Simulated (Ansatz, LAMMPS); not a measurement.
# Aqueous Sr2+ and triflate, 2.9 mol of salt per kg of water at 280 K (74 atoms): support functions against a reference

Wanted: errors and times of a linear-scaling basis for aqueous Sr2+ and triflate, 2.9 mol of salt per kg of water at 280 K (74 atoms). A setting counts as converged where the r.m.s. difference of forces stays under 1 % of the r.m.s. force.

Main program and level: Ansatz 0.2.0; Kohn-Sham DFT, PBE+D4, PAW (set soft_2), plane waves.

**1. The starting structure**

The cell holds 74 atoms: 25 O, 2 S, 2 C, 6 F, 38 H and 1 Sr. Its edges and angles: a = 9.255 Å, b = 9.255 Å, c = 9.255 Å, α = 90.0°, β = 90.0°, γ = 90.0°. 19 H2O, 1 Sr2+, 2 triflate placed at random, at 1.52 g/cm³; overlaps pushed apart, then 10 ps at 420 K with divalent ions of Li, Roberts, Chakravorty and Merz (J. Chem. Theory Comput. 9, 2733 (2013)); MMFF94 bonds, angles, torsions, charges and radii (Halgren, J. Comput. Chem. 17, 490 (1996)) in harmonic and 12-6 forms; SPC/E water (Berendsen, Grigera and Straatsma, J. Phys. Chem. 91, 6269 (1987)). Snapshot after 20 ps at 280 K and fixed volume.

Limits known from the start: The network of contacts between molecules at the start is that of the classical potential that made the cell, and needn't be the one that DFT or experiment would give. The density was typed from a rule of thumb and may lie off the real one at this temperature. Sampling is at Γ alone, for a cell whose shortest periodic width is 9 Å.

**2. The classical run that made the cell**

A classical potential supplies the starting structure, since it reaches far longer times than DFT.

This step: classical MD, divalent ions of Li, Roberts, Chakravorty and Merz (J. Chem. Theory Comput. 9, 2733 (2013)); MMFF94 bonds, angles, torsions, charges and radii (Halgren, J. Comput. Chem. 17, 490 (1996)) in harmonic and 12-6 forms; SPC/E water (Berendsen, Grigera and Straatsma, J. Phys. Chem. 91, 6269 (1987)) (LAMMPS 22 Jul 2025 - Update 4).

Input file in.lmp:

```
# aqueous Sr2+ and triflate, 2.9 mol of salt per kg of water
units real
atom_style full
boundary p p p
bond_style harmonic
angle_style harmonic
dihedral_style opls
improper_style harmonic
special_bonds lj 0 0 0.5 coul 0 0 0.75
read_data data.lmp
neigh_modify delay 0 every 1 check yes one 4000
comm_modify cutoff 12.0
timestep 0.5
thermo_style custom step time temp pe press density
thermo_modify norm yes
# push overlapping molecules apart
pair_style soft 2.6
pair_coeff * * 0.0
variable a equal ramp(1,60)
fix ad all adapt 1 pair soft a * * v_a
velocity all create 420 369624 mom yes dist gaussian
fix lim all nve/limit 0.03
fix lan all langevin 420 420 50 369625 zero yes
thermo 1000
run 3000 post no
unfix ad
pair_style lj/cut/coul/long 8.3
pair_modify mix arithmetic tail yes
pair_coeff 1 1 0.0763 3.0960   # O
pair_coeff 2 2 0.2681 3.4180   # S
pair_coeff 3 3 0.0678 3.3680   # C
pair_coeff 4 4 0.0801 2.5590   # F
pair_coeff 5 5 0.1553 3.1660   # O
pair_coeff 6 6 0.0000 1.0000   # H
# [... 20 lines left out ...]
compute msd all msd com yes
thermo 5000
fix md all nvt temp 280 280 100
run 20000 post no
print "== T280: mean square displacement over the hold $(c_msd[4]:%.2f) A^2"
unfix md
uncompute msd
write_dump all custom T280.dump id type xs ys zs modify sort id
```

The run is started by

```bash
$ lmp -in in.lmp -log none -nocite
```

The log of the run:

```text
LAMMPS (22 Jul 2025 - Update 4)
Reading data file ...
  orthogonal box = (0 0 0) to (9.255 9.255 9.255)
  74 atoms
  orthogonal box = (0 0 0) to (9.255 9.255 9.255)
  52 bonds
  43 angles
  18 dihedrals
WARNING: Bond/angle/dihedral extent > half of periodic box length
   Step          Time           Temp          PotEng         Press         Density
         0   0              420            0.54728334    -6111.058       1.5250002
      1000   500            477.41729      1.2265385      29663.341      1.5250002
      2000   1000           404.55871      0.95632247     35891.072      1.5250002
      3000   1500           429.45654      1.1047207      36592.82       1.5250002
WARNING: Bond/angle/dihedral extent > half of periodic box length
Loop time of 0.253645 s on 1 MPI rank(s) for 3000 steps with 74 atoms
PPPM initialization ...
WARNING: System is not charge neutral, net charge = -0.0002
  G vector (1/distance) = 0.34996031
  grid = 8 8 8
  estimated relative force accuracy = 3.1020838e-05
WARNING: Bond/angle/dihedral extent > half of periodic box length
   Step          Time           Temp          PotEng         Press         Density
      3000   1500           429.45654      2.292182       33706.519      1.5250002
[... 17 lines left out ...]
Loop time of 1.1613 s on 1 MPI rank(s) for 2000 steps with 74 atoms
WARNING: Bond/angle/dihedral extent > half of periodic box length
   Step          Time           Temp          PotEng         Press         Density
      2000   1000           593.74552     -4.125398       57302.529      1.5250002
[... 5 lines left out ...]
WARNING: Bond/angle/dihedral extent > half of periodic box length
Loop time of 6.41388 s on 1 MPI rank(s) for 10000 steps with 74 atoms
WARNING: Bond/angle/dihedral extent > half of periodic box length
   Step          Time           Temp          PotEng         Press         Density
[... 4 lines left out ...]
WARNING: Bond/angle/dihedral extent > half of periodic box length
Loop time of 3.11783 s on 1 MPI rank(s) for 5000 steps with 74 atoms
WARNING: Bond/angle/dihedral extent > half of periodic box length
   Step          Time           Temp          PotEng         Press         Density
[... 2 lines left out ...]
     25000   24000          246.17024     -4.6483952     -2160.8046      1.5250002
     30000   29000          253.24634     -4.5407757      706.28253      1.5250002
     35000   34000          254.67862     -4.5012396     -5737.5848      1.5250002
     37000   36000          249.53684     -4.600936      -10176.189      1.5250002
WARNING: Bond/angle/dihedral extent > half of periodic box length
Loop time of 12.2279 s on 1 MPI rank(s) for 20000 steps with 74 atoms
== T280: mean square displacement over the hold 3.52 A^2
```

Wall time 24 s (1 thread of Intel Xeon Platinum 8175M at 2.50GHz (Skylake/Cascade Lake), shared host); peak memory 0.12 GiB.

The input also reads data.lmp (atoms, bonds and types; not printed here).

**3. Plane-wave single point**

The first run uses the default basis; a harder plane-wave run follows as the reference for the support functions.

Input file input.yaml:

```yaml
crystal:
  lattice:
    - [9.255, 0.0, 0.0]
    - [0.0, 9.255, 0.0]
    - [0.0, 0.0, 9.255]
  atoms:
    - { symbol: O, position: [0.1492, 0.35188, 0.84619] }
    - { symbol: S, position: [0.26224, 0.3916, 0.74506] }
    - { symbol: O, position: [0.39297, 0.30986, 0.77674] }
    - { symbol: O, position: [0.20875, 0.37409, 0.59729] }
    - { symbol: C, position: [0.30063, 0.59072, 0.78412] }
    - { symbol: F, position: [0.36957, 0.6549, 0.67291] }
    - { symbol: F, position: [0.38544, 0.61532, 0.90201] }
    - { symbol: F, position: [0.17398, 0.67064, 0.80171] }
    - { symbol: O, position: [0.64046, 0.99498, 0.90534] }
    - { symbol: S, position: [0.78382, 0.93231, 0.92713] }
    - { symbol: O, position: [0.87148, 0.96605, 0.80114] }
    - { symbol: O, position: [0.84643, 0.97437, 0.06604] }
    - { symbol: C, position: [0.77302, 0.73074, 0.92243] }
    - { symbol: F, position: [0.67961, 0.68028, 0.03265] }
    - { symbol: F, position: [0.90499, 0.66362, 0.95942] }
    - { symbol: F, position: [0.72776, 0.67453, 0.79065] }
    - { symbol: O, position: [0.81899, 0.90717, 0.36248] }
    - { symbol: H, position: [0.91163, 0.884, 0.41303] }
    - { symbol: H, position: [0.83821, 0.92244, 0.25726] }
    - { symbol: O, position: [0.18674, 0.40968, 0.16136] }
    - { symbol: H, position: [0.24333, 0.50081, 0.17425] }
    - { symbol: H, position: [0.15649, 0.40037, 0.05805] }
    - { symbol: O, position: [0.23368, 0.97634, 0.51239] }
    - { symbol: H, position: [0.20442, 0.96047, 0.61518] }
    - { symbol: H, position: [0.3415, 0.97679, 0.5053] }
    - { symbol: O, position: [0.71232, 0.40359, 0.57859] }
    - { symbol: H, position: [0.61823, 0.35406, 0.59777] }
    - { symbol: H, position: [0.76194, 0.42421, 0.67233] }
    - { symbol: O, position: [0.11462, 0.01047, 0.17489] }
    - { symbol: H, position: [0.01977, 0.00288, 0.12369] }
    - { symbol: H, position: [0.18227, 0.93538, 0.13669] }
    - { symbol: O, position: [0.32878, 0.6682, 0.19068] }
    - { symbol: H, position: [0.32804, 0.74574, 0.11544] }
    - { symbol: H, position: [0.42423, 0.66807, 0.24132] }
    - { symbol: O, position: [0.90967, 0.16784, 0.58542] }
    - { symbol: H, position: [0.90346, 0.08923, 0.65928] }
    - { symbol: H, position: [0.85408, 0.25392, 0.61967] }
    - { symbol: O, position: [0.85435, 0.38216, 0.83404] }
    - { symbol: H, position: [0.81454, 0.36634, 0.93324] }
    - { symbol: H, position: [0.96164, 0.39362, 0.83969] }
    - { symbol: O, position: [0.57263, 0.66067, 0.3959] }
    - { symbol: H, position: [0.59585, 0.62907, 0.49659] }
    - { symbol: H, position: [0.55018, 0.76636, 0.3956] }
    - { symbol: O, position: [0.49942, 0.21694, 0.03332] }
    - { symbol: H, position: [0.56411, 0.13872, 0.99627] }
    - { symbol: H, position: [0.45288, 0.26765, 0.95004] }
    - { symbol: O, position: [0.97265, 0.48063, 0.43265] }
    - { symbol: H, position: [0.99979, 0.58518, 0.4355] }
    - { symbol: H, position: [0.86549, 0.47097, 0.44252] }
    - { symbol: O, position: [0.0986, 0.73784, 0.39851] }
    - { symbol: H, position: [0.15704, 0.68919, 0.32175] }
    - { symbol: H, position: [0.15307, 0.823, 0.43669] }
    - { symbol: O, position: [0.39647, 0.20329, 0.29813] }
    - { symbol: H, position: [0.41739, 0.21199, 0.19249] }
    - { symbol: H, position: [0.44919, 0.118, 0.33839] }
    - { symbol: O, position: [0.88578, 0.22473, 0.21789] }
    - { symbol: H, position: [0.85142, 0.13836, 0.1628] }
    - { symbol: H, position: [0.82122, 0.30881, 0.19696] }
    - { symbol: O, position: [0.72273, 0.42681, 0.12541] }
    - { symbol: H, position: [0.69268, 0.5104, 0.18694] }
    - { symbol: H, position: [0.63706, 0.364, 0.10566] }
    - { symbol: O, position: [0.53999, 0.96568, 0.43663] }
    - { symbol: H, position: [0.64303, 0.94541, 0.41123] }
    - { symbol: H, position: [0.53441, 0.00195, 0.53826] }
    - { symbol: O, position: [0.49679, 0.06938, 0.69207] }
    - { symbol: H, position: [0.4533, 0.16199, 0.7268] }
    - { symbol: H, position: [0.57292, 0.03704, 0.7616] }
    - { symbol: O, position: [0.13082, 0.04853, 0.80436] }
    - { symbol: H, position: [0.03173, 0.00546, 0.80406] }
    - { symbol: H, position: [0.12362, 0.15553, 0.79118] }
    - { symbol: O, position: [0.30546, 0.89274, 0.99179] }
    - { symbol: H, position: [0.40549, 0.92228, 0.96358] }
    - { symbol: H, position: [0.23404, 0.93983, 0.92578] }
    - { symbol: Sr, position: [0.12008, 0.22334, 0.38529] }
kpoints:
  mp_grid: { grid: [1, 1, 1] }
hamiltonian:
  xc: pbe
  dispersion: d4
scf:
  occupations: { method: fixed }
output:
  forces: true
  stress: true
  populations: true
  dos:
    method: { smearing: { sigma: 0.08 } }
    de: 0.1
    projected: { site_lists: { C: [C], F: [F], H: [H], O: [O], S: [S] } }
  eigenvalues: true
  write_density: true
  write_potential: true
  volumetric_format: npy
```

The run is started by

```bash
$ ansatz run input.yaml --threads 8 --pin off --max-ram 15872MiB --backend cpu --events-out ev --progress --plain --runs-dir out
```

The log of the run:

```text
Engine: ansatz 0.2.0, x86_64-unknown-linux-gnu
Pseudopotentials: kind: paw
Pseudopotential: O, paw, valence charge 6, recommended cutoff 420 eV (normal), O.paw.azcp
Pseudopotential: S, paw, valence charge 6, recommended cutoff 420 eV (normal), S.paw.azcp
Pseudopotential: C, paw, valence charge 4, recommended cutoff 420 eV (normal), C.paw.azcp
Pseudopotential: F, paw, valence charge 7, recommended cutoff 420 eV (normal), F.paw.azcp
Pseudopotential: H, paw, valence charge 1, recommended cutoff 420 eV (normal), H.paw.azcp
Pseudopotential: Sr, paw, valence charge 10, recommended cutoff 420 eV (normal), Sr.paw.azcp
[... 5 lines on functional and potentials left out ...]
Crystal: 74 atoms, lattice volume = 792.737 Å³
Basis set: ecut = 420 eV, 15515 PW (Γ), exchange–correlation on 128×128×128 points (8 copies of the dense FFT grid, shifted against one another)
Bands: 204, of which v1, the nominal top of the filled ones, is band 130 counted from 1 (129 counted from 0)
Symmetry: 1 space group operations
Space group: P1 (ITA 1), of the structure as read, at distance tolerance 9.3e-5 Å
k-points: 1
[... 13 lines on functional and potentials left out ...]
Initial density: superposition of atomic densities (neutral atoms: chi_scale 0, normalization atom), corrected by the library's trained network
Initial wavefunctions: pseudopotential atomic-orbital guess
Functional: x = pbe(κ = 0.804, μ = 0.219515), c = pbe(β = 0.066725)
SCF iter   1: F=—  HF=-25496.610187 eV  |F-HF|=—  |Δ(HF+E_count)|=         —  Δρ=4.64e-3  dr2=3.00e-1  ethr=1.77e-3  ⟨swp⟩=5.0  Hψ=781  notcnv=0  defer=72
preconditioner: auto → Resta (q_TF=auto, 2.266 Å⁻¹)  ε∞=2.4  [insulator: Δε(μ)=4.857 eV  Ē_g=17.404 eV  n_scr=170 (ndim 8)  ℏωp=20.9 eV  f_vac=0.258  ε∞_Penn≈2.4]
SCF iter   2: F=—  HF=-25496.491822 eV  |F-HF|=—  |Δ(HF+E_count)|=   1.18e-1  Δρ=2.52e-3  dr2=6.41e-2  ethr=1.15e-4  ⟨swp⟩=3.0  Hψ=301  notcnv=0  defer=72
SCF iter   3: F=—  HF=-25496.469380 eV  |F-HF|=—  |Δ(HF+E_count)|=   2.24e-2  Δρ=1.37e-3  dr2=1.99e-2  ethr=2.46e-5  ⟨swp⟩=2.0  Hψ=264  notcnv=0  defer=72
SCF iter   4: F=—  HF=-25496.462953 eV  |F-HF|=—  |Δ(HF+E_count)|=   6.43e-3  Δρ=4.30e-4  dr2=2.31e-3  ethr=7.65e-6  ⟨swp⟩=2.0  Hψ=298  notcnv=0  defer=72
SCF iter   5: F=—  HF=-25496.462396 eV  |F-HF|=—  |Δ(HF+E_count)|=   5.57e-4  Δρ=2.26e-4  dr2=3.85e-4  ethr=8.90e-7  ⟨swp⟩=2.0  Hψ=259  notcnv=0  defer=72
SCF iter   6: F=—  HF=-25496.462346 eV  |F-HF|=—  |Δ(HF+E_count)|=   5.01e-5  Δρ=9.86e-5  dr2=5.99e-5  ethr=1.48e-7  ⟨swp⟩=2.0  Hψ=257  notcnv=0  defer=71
SCF iter   7: F=—  HF=-25496.463597 eV  |F-HF|=—  |Δ(HF+E_count)|=   1.25e-3  Δρ=3.03e-5  dr2=5.57e-6  ethr=2.30e-8  ⟨swp⟩=2.0  Hψ=257  notcnv=0  defer=70
SCF iter   8: F=—  HF=-25496.463599 eV  |F-HF|=—  |Δ(HF+E_count)|=   1.24e-6  Δρ=1.35e-5  dr2=1.40e-6  ethr=2.14e-9  ⟨swp⟩=3.0  Hψ=263  notcnv=0  defer=70
SCF iter   9: F=-25496.463599 eV  HF=-25496.463599 eV  |F-HF|=3.75e-8  |Δ(HF+E_count)|=   1.51e-7  Δρ=3.11e-6  dr2=7.70e-8  ethr=3.85e-11  ⟨swp⟩=22.0  Hψ=2199  notcnv=0
SCF 1 converged in 9 iterations: F = -25496.463599 eV  dr2 = 7.70e-8
  greatest PAW one-centre occupation: 0.986 electrons in one spin orbital (limit 2), on the Sr atom at site 73 (counted from 0), in its partial waves of l = 0
SCF converged after 9 iterations
Free energy (F): -25496.463599 eV
Harris-Foulkes:  -25496.463599 eV  (|F-HF|=3.75e-8)
Internal energy: -25496.463599 eV  (E = F + TS)
E sigma→0 (E₀):  -25496.463599 eV
Fermi energy:    -0.695919 eV
--- Per-component energies (eV) ---
  E_band       = -2435.144605
  E_kinetic    = 6781.698741
  E_local      = -22193.972878  (includes V_loc(G=0)·N_el)
  E_nonlocal   = 2011.081003
  E_hartree    = 8095.693533
  E_xc         = -3105.997904
  E_vxc        = -3834.332886  (∫ρ·V_xc dr)
  E_paw        = -9279.519359  (= ΣΔE_a)
  E_vpaw       = -1391.046799  (= ΣTr[D̂ρ^β])
  E_aug_tail   = 0.030443  (compensation charges beyond the density's cutoff)
  E_ewald      = -7802.163581
  E_disp       = -3.313596  (pairwise vdW)
  E_smearing   = -0.000000  (= −TS)
  E_closure    = -0.000000  (closes the sum)
  Σ components = -25496.463599   (vs F -25496.463599, Δ=0.00e0)
--- Forces (eV/Å), atoms counted from 1 ---
  atom   1  O     -0.86033568     0.40887373     1.38586239
  atom   2  S     -1.35529671    -0.63229066    -1.21448246
  atom   3  O      1.23789530     0.95235898     0.17533167
  atom   4  O      1.09098924     0.85527476     0.33794306
  atom   5  C     -0.02268187     2.46378059     0.03074015
  atom   6  F     -0.05263859    -0.67199629    -0.17741387
  atom   7  F     -0.72277763    -1.15931423    -0.69797412
  atom   8  F      0.92763532    -1.50223648    -0.03001534
  atom   9  O     -0.50201044    -1.02923633     1.08573599
  atom  10  S      0.40848454     1.02846498    -0.49268706
  atom  11  O      0.15755576    -0.88689435    -0.22686641
  atom  12  O     -0.28367731    -0.85631832    -0.23245460
  atom  13  C      0.06030999    -3.73522849     1.20172505
  atom  14  F      0.66395545     1.63443974    -1.93180885
[...]
atom  73  H      0.73265489     0.27657411    -0.01059542
  atom  74  Sr    -0.37536811     0.27026863    -0.94554242
  max |Σ_I F_I| component: 6.37e-5 eV/Å
--- Stress (GPa, compression-positive) ---
       -1.551480       0.120635      -0.484766
        0.120634      -2.480854      -0.396443
       -0.484766      -0.396442      -1.665204
  P = ⅓ Tr σ = -1.8992 GPa (-18.992 kbar)
--- Band table (eV) ---
  k-point 0: bands = ["-32.8529", "-27.8863", "-27.5246", "-25.7704", [... 188 levels ...], "11.2004", "11.2557", "11.2799", "11.3424", "11.4071", "11.5008", "11.6070", "11.6370", "11.7137", "11.7963", "11.9569", "11.9927"]
--- Löwdin populations: 74 sites ---
  site symbol       q [e]
     0      O      6.7303
     1      S      3.7185
     2      O      6.7181
[...]
73     Sr      8.2467
  spilling = 0.012387 (of n_electrons = 260.000000)
```

It took 11 s on 8 threads of Intel Xeon Platinum 8175M at 2.50GHz (Skylake/Cascade Lake), shared host; peak memory 0.97 GiB.

Reading the cycles: dr2 is the Hartree energy of the density residual (eV), the measure of convergence; HF is the Harris–Foulkes estimate of the energy, which meets the free energy F at convergence.

Read from the output:

```
free energy                                      : -25496.4636 eV
free energy per atom                             : -344.5468 eV/atom
SCF cycles                                       : 9
pressure                                         : -1.899 GPa
r.m.s. force component                           : 0.7397 eV/Å
longest force                                    : 3.924 eV/Å
Fermi energy                                     : -0.6959 eV
gap (highest filled to lowest empty level) : 4.518 eV
spilling of the projection                       : 0.01239
```

The r.m.s. force component of 0.74 eV/Å sets the scale for the differences below.

**4. Plane waves at 750 eV (750 eV)**

A harder cutoff gives the support functions a reference with less basis error.

input.yaml, the sections that differ from step 3:

```yaml
output:
  forces: true
  eigenvalues: true
basis:
  ecutwfc: "750 eV"
# crystal, kpoints, hamiltonian, scf: as in step 3
```

The log of the run:

```text
[...]
Crystal: 74 atoms, lattice volume = 792.737 Å³
Basis set: ecut = 750 eV, 37121 PW (Γ), exchange–correlation on 180×180×180 points (8 copies of the dense FFT grid, shifted against one another)
Bands: 204, of which v1, the nominal top of the filled ones, is band 130 counted from 1 (129 counted from 0)
Symmetry: 1 space group operations
[...]
k-points: 1
[...]
SCF iter   1: F=—  HF=-25496.993792 eV  |F-HF|=—  |Δ(HF+E_count)|=         —  Δρ=4.81e-3  dr2=2.99e-1  ethr=1.77e-3  ⟨swp⟩=5.0  Hψ=822  notcnv=0  defer=72
[...]
SCF iter   3: F=—  HF=-25496.851000 eV  |F-HF|=—  |Δ(HF+E_count)|=   2.22e-2  Δρ=1.37e-3  dr2=1.97e-2  ethr=2.46e-5  ⟨swp⟩=3.0  Hψ=266  notcnv=0  defer=19
automatic band count: iteration 3 solves 151 bands in place of 204: the levels show a gap, and the empty bands left out lie too high to hold charge; the band table lists the bands solved (type scf.n_extra_bands for more)
SCF iter   4: F=—  HF=-25496.844676 eV  |F-HF|=—  |Δ(HF+E_count)|=   6.32e-3  Δρ=4.38e-4  dr2=2.29e-3  ethr=7.57e-6  ⟨swp⟩=3.0  Hψ=298  notcnv=0  defer=19
[...]
SCF iter   9: F=-25496.845682 eV  HF=-25496.845682 eV  |F-HF|=3.08e-8  |Δ(HF+E_count)|=   1.25e-7  Δρ=3.38e-6  dr2=6.91e-8  ethr=3.85e-11  ⟨swp⟩=15.0  Hψ=978  notcnv=0
SCF 1 converged in 9 iterations: F = -25496.845682 eV  dr2 = 6.91e-8
[...]
SCF converged after 9 iterations
Free energy (F): -25496.845682 eV
[...]
Internal energy: -25496.845682 eV  (E = F + TS)
E sigma→0 (E₀):  -25496.845682 eV
Fermi energy:    -0.696566 eV
[...]
Σ components = -25496.845682   (vs F -25496.845682, Δ=0.00e0)
--- Forces (eV/Å), atoms counted from 1 ---
  atom   1  O     -0.86217464     0.40960931     1.38510640
  atom   2  S     -1.35613416    -0.63108437    -1.21368201
  atom   3  O      1.24007322     0.95060023     0.17804374
  atom   4  O      1.09115908     0.85522075     0.33720107
[...]
atom  74  Sr    -0.37537429     0.27034310    -0.94566023
  max |Σ_I F_I| component: 5.56e-5 eV/Å
--- Band table (eV) ---
[...]
```

It took 7.1 s on 8 threads; peak memory 1.8 GiB; 48 s of CPU time.

Forces differ from the reference by 9.2 meV/Å r.m.s., 1.2 % of their size, over a tolerance of 1 %; the energy by -5.2 meV/atom. This is the tighter run, so the reference isn't converged in this setting (nor is this run shown to be).

(Part 1 of 3 ends here.)

[Long decimals in the printed logs are rounded to 6 places.]

[Logs are printed without paths, hosts, clocks, repeated set-up lines and the standing remarks that a program may print on its own settings, such as how far it seeks lower states.]

[Hosts, paths, dates, database ids (printed as entryN), source tags and the programs' standing remarks are cut or masked in the printed files.]

[The MMFF94 radii named for the starting cell were scaled by 0.96; in molecules described by MMFF94, hydrogen bound to N, O or S took a small fixed 12-6 site in their place.]
